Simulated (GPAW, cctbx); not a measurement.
## SiAg2HgSe4: deformation density and structure factors from DFT

Question: by how much does bonding change the X-ray structure factors of SiAg2HgSe4, how firmly does DFT give the change, and what does a routine refinement make of it?

The cell comes from substitution in a known structure type and wasn't matched to any measured phase. All numbers below are calculated.

## Step 1: Relax the structure

The density hangs on the geometry, so cell and atoms are relaxed first, with the symmetry held. The cutoff is set higher than for the density because stress converges slowly with plane waves.

Settings: GPAW 26.7.0, PBE, 570 eV, 3×3×3 k-points, Fermi–Dirac width 0.05 eV, BFGS to 0.03 eV/Å.

```text
cell
1.0
    -3.949500000    3.949500000    3.336500000
     3.949500000   -3.949500000    3.336500000
     3.949500000    3.949500000   -3.336500000
Hg Ag Se Si
1 2 4 1
Direct
0.500000000 0.500000000 0.000000000
0.000000000 0.500000000 0.500000000
0.500000000 0.000000000 0.500000000
0.373000000 0.373000000 0.337200000
0.035800000 0.035800000 0.662800000
0.627000000 0.964200000 0.000000000
0.964200000 0.627000000 0.000000000
0.000000000 0.000000000 0.000000000
```

```console
$ OMP_NUM_THREADS=1 mpirun -n 4 gpaw python run.py > gpaw.log
```

```text
BFGS:    0      -26.535140        0.449936
BFGS:    1      -26.546370        0.445853
BFGS:    2      -26.720492        0.314897
BFGS:    3      -26.755126        0.309907
...
BFGS:   14      -26.842159        0.146971
BFGS:   15      -26.848576        0.076113
BFGS:   16      -26.850739        0.022922
cell  6.2251 6.2251 6.2251  107.13 107.13 114.26
volume 184.716 A^3, largest force 0.022 eV/A, largest stress 0.08 GPa
```

After 16 steps the volume has changed by -11.3 % and the energy by -0.316 eV; the largest stress left is 0.08 GPa. It took 1.9 min on 4 cores of Intel(R) Xeon(R) 6975P-C (Granite Rapids) (shared host), peak memory 1.4 GiB.

Relaxed structure: I-42m (no. 121), a = 7.3943 Å, b = 7.3943 Å, c = 6.7568 Å, α = 90.00°, β = 90.00°, γ = 90.00°.

| atom | mult. | x | y | z |
| --- | --- | --- | --- | --- |
| Hg1 | 2 | 0 | 0 | 1/2 |
| Ag1 | 4 | 1/2 | 0 | 0 |
| Se1 | 8 | 0.1808 | 0.1808 | 0.1961 |
| Si1 | 2 | 0 | 0 | 0 |

## Step 2: Density and charge transfer

X-rays see the whole electron density, so the PAW density is rebuilt with its core regions. Subtracting spherical free atoms from the same code cancels the cores and leaves the deformation density Δρ, the part due to bonding.

Settings: PBE, 450 eV, 4×4×4 k-points, Fermi–Dirac width 0.05 eV; primitive cell of 8 atoms.

```console
$ OMP_NUM_THREADS=1 mpirun -n 4 gpaw python run.py > gpaw.log
```

```text
|iter:   1|       0s |  -27.635998 | -0.22 |       |
|iter:   2|       1s |  -27.458543 | -1.90 | -1.32 |
|iter:   3|       2s |  -27.010595 | -1.24 | -1.36 |
...
|iter:   9|       8s |  -26.803132c| -5.81 | -3.90 |
|iter:  10|       8s |  -26.803134c| -6.91 | -4.64c|
|iter:  11|       9s |  -26.803134c| -7.67c| -5.28c|
```

```text
grid (64, 64, 64)  electrons 324.000  moved by bonding 1.444 e
deformation density beyond 0.5 A of the nuclei: max 0.176, min -0.112 e/A^3
atom        x       y       z   Voronoi charge  moment
Hg1    0.5000  0.5000  0.0000      0.323       0.00
Ag2    1.0000  0.5000  0.5000      0.166       0.00
Ag3    0.5000  0.0000  0.5000      0.166       0.00
Se4    0.3769  0.3769  0.3615     -0.194       0.00
Se5    0.0153  0.0153  0.6385     -0.194       0.00
Se6    0.6231  0.9847  0.0000     -0.194       0.00
Se7    0.9847  0.6231  0.0000     -0.194       0.00
Si8    0.0000  0.0000  0.0000      0.122       0.00
mean inner potential of superposed free atoms 16.232 V
total magnetic moment 0.000 muB
```

Deformation density in a plane through the shortest contact of the Se atom at the origin, in 0.01 e/Å³ (clipped at ±99); x from -1.6 to 3.9 Å, y from 2.4 down to -2.4 Å:

```text
  0  -1  -2  -4   3   .   .  -3  -5   3   5   1   .   .   2   2
  0   0  -1  -4  -5  -3  -6  -7  -2   3   2  -5   .   .  -1   1
  0   0   0   1   0  -1  -2  -2   0   1   3   3  -3  -6  -5  -1
  0   0   1   3   5   5   3   1   0   0   5  14  15   7   1  -1
 -1  -1   0   2   3   1   1   3   2  -3  -1   9  12   6   1  -1
 -1  -2  -2   0   .  -4  -4   9   9  -2  -4   .  -3  -4  -3  -2
 -2  -3  -2   2   .   .  -5  14  15   4   .   .  -7 -10  -5  -3
 -1  -2  -1   3   .  -3  -3   9   9  -2  -5   .  -7  -6  -4  -2
 -1  -1   0   2   1  -2  -1   2   0  -6 -10  -7  -4  -2  -1  -1
 -1   0   0   1   0   0  -1  -1  -2  -4  -5  -4  -1   0   0  -1
 -2  -1   0   0   0   0  -1  -1  -2  -2  -2  -2  -1   0  -1  -3
 -5  -3  -1   0   0   0  -1  -1  -2  -1  -1  -1  -1  -2  -7  -6
  1  -5  -2   1   1   0  -2  -3  -2  -1  -1  -1  -1  -4  -4   4
```

Atoms in or within 0.15 Å of the plane: Se (0.0, 0.0), Se (3.1, 2.2), Si (2.3, 0.0) Å. Dots mark points within about 0.45 Å of a nucleus; large values next to them are atomic features.

Se gains most (-0.19 e) and Hg loses most (+0.32 e); Se is the most electronegative element, but the order of the others doesn't follow electronegativity. Such charges fall far short of formal ones, since overlapping free atoms already put density on their neighbours. Along the shortest contact from the Se atom at the map's origin, Se–Si at 2.31 Å, Δρ is +0.17 e/Å³ at the midpoint: a bond charge, the mark of covalency. At the midpoints of other shortest contacts it is +0.04 (Hg–Se, 2.79 Å), +0.02 (Ag–Se, 3.02 Å) and 0.00 (Hg–Si, 3.38 Å) e/Å³. Point values carry grid noise of about 0.01 e/Å³. The run needed 11 iterations, 17 s.

## Step 3: From the density to structure factors

The Fourier components of Δρ, added to those of the free atoms, give the static X-ray structure factors; the Mott–Bethe relation turns them into the Fourier components V of the potential that fast electrons feel.

```text
static structure factors of the conventional cell: F in electrons, V (Mott-Bethe) in volts
   h  k  l      d  |F| table  |F| free   |F| DFT   change   |V| free  |V| DFT  change %
   1  1  0  5.2286    45.451    45.437    45.496    0.059     0.976    0.956     -2.0
   1  0  1  4.9880    92.598    92.511    92.104   -0.408     0.433    0.559     29.0
   2  0  0  3.6972   183.166   183.005   182.225   -0.780     2.989    3.121      4.4
   0  0  2  3.3784   149.033   148.789   147.639   -1.150     2.160    2.323      7.5
   2  1  1  2.9702   204.665   204.699   205.107    0.408     3.649    3.591     -1.6
   1  1  2  2.8376   118.951   118.968   119.541    0.573     2.627    2.573     -2.1
   2  2  0  2.6143   402.834   402.635   402.016   -0.619     7.329    7.382      0.7
   2  0  2  2.4940   416.108   415.902   415.560   -0.342     7.467    7.493      0.4
   3  1  0  2.3383    82.456    82.222    82.003   -0.220     1.926    1.941      0.8
   3  0  1  2.3155   182.157   182.126   182.012   -0.114     2.466    2.473      0.3
   1  0  3  2.1545   186.191   186.127   186.060   -0.066     2.495    2.498      0.2
   2  2  2  2.0675   236.273   235.965   236.003    0.038     3.647    3.645     -0.0
   3  2  1  1.9624    78.251    78.164    78.255    0.091     0.749    0.755      0.8
   3  1  2  1.9227    74.016    74.089    73.834   -0.255     0.979    0.991      1.2
```

The largest X-ray change is -1.15 e on 002, 0.8 % of |F|. For electrons V goes as (Z − F)/g², so a change of F counts against Z − F, which is small at low angle and wherever the atoms' terms cancel: |V| of 101 moves by +29.0 % (0.43 to 0.56 V) against -0.4 % in |F|. The tabulated Hartree–Fock atoms differ from the free DFT atoms by up to 0.31 e, so the choice of reference atom matters too.

## Step 4: The functional ladder

The same geometry is run with other functionals, to see whether the bonding signal is larger than the spread between approximations. Free atoms are LDA for LDA and PBE otherwise; meta-GGAs and hybrids keep PBE cores. Any other changed setting is in the row's label.

| run | ΔF 002 (e) | ΔF 200 (e) | ΔF 220 (e) | q(Se) (e) | moved (e) | time |
| --- | --- | --- | --- | --- | --- | --- |
| PBE | -1.150 | -0.780 | -0.619 | -0.194 | 1.444 | 17 s |
| LDA | -1.079 | -0.734 | -0.691 | -0.177 | 1.361 | 16 s |
| r2SCAN | -1.292 | -0.911 | -0.469 | -0.241 | 1.674 | 29 s |

At the base's settings ΔF(002) spans -1.292 to -1.079 e, a spread of 19 % of the PBE value; over the three listed reflections the spread is at most 36 %, so the sign holds and the size hangs on the functional. Times are from shared hosts.

## Step 5: What a spherical-atom refinement makes of it

Routine crystallography fits spherical atoms. To see the bias, intensities are simulated from tabulated atoms plus the DFT change ΔF, so that bonding alone can misfit (6184 reflections of the full sphere, merged to the counts below, to 0.5 Å, 1 % proportional noise plus counting noise, assumed isotropic U as listed, Δρ smeared by the mean U) and refined with cctbx over different ranges.

| range | data | R1 | GooF | U Hg1 (true 0.0037) | U Ag1 (true 0.0046) | U Se1 (true 0.0052) | U Si1 (true 0.0069) | largest shift (Å) | Δρ max, min (e/Å³) |
| --- | --- | --- | --- | --- | --- | --- | --- | --- | --- |
| all data | 833 | 0.0037 | 0.96 | 0.0037 | 0.0046 | 0.0052 | 0.0069 | 0.0001 | 0.26, -0.33 |
| low resolution, d > 0.84 | 190 | 0.0030 | 1.00 | 0.0037 | 0.0046 | 0.0052 | 0.0067 | 0.0001 | 0.18, -0.13 |
| high order, d < 0.75 | 574 | 0.0043 | 0.96 | 0.0037 | 0.0046 | 0.0052 | 0.0069 | 0.0001 | 0.20, -0.23 |
| occupancies free, d > 0.7 | 314 | 0.0031 | 0.97 | 0.0037 | 0.0046 | 0.0052 | 0.0068 | 0.0001 | 0.20, -0.17 |

With all data GooF is 0.96, so at this noise the bonding hardly shows; the top residual peak, near noise level, lies 1.28 Å from Se and 1.63 Å from Hg. No U is off by more than 3 s.u. at low resolution. With Hg1 held at 1 and the scale free, the other occupancies refine to Ag1 0.999(0.001), Se1 1.000(0.001) and Si1 0.998(0.005), within three s.u. of full.

## Step 6: Answer

Bonding moves 1.44 e in the primitive cell of SiAg2HgSe4 and changes the structure factors of the conventional cell in the table above by at most 1.15 e (002, 0.8 %). The shortest bond, Se–Si, has Δρ = +0.17 e/Å³ at its midpoint, a covalent bond charge. At the base's settings ΔF(002) spans -1.292 to -1.079 e, a spread of 19 % of the PBE value; over the three listed reflections the spread is at most 36 %, so the sign holds and the size hangs on the functional. With all data GooF is 0.96, so at this noise the bonding hardly shows. Limits: static density, frozen cores, no spin–orbit coupling.

[Outputs are excerpts: Python notices, other lines and further rows are left out; steps that failed or that the build refused (PBEsol, TPSS) are not shown.]

[Logs are printed without paths, hosts, clocks, repeated set-up lines and the standing remarks that a program may print on its own settings, such as how far it seeks lower states.]
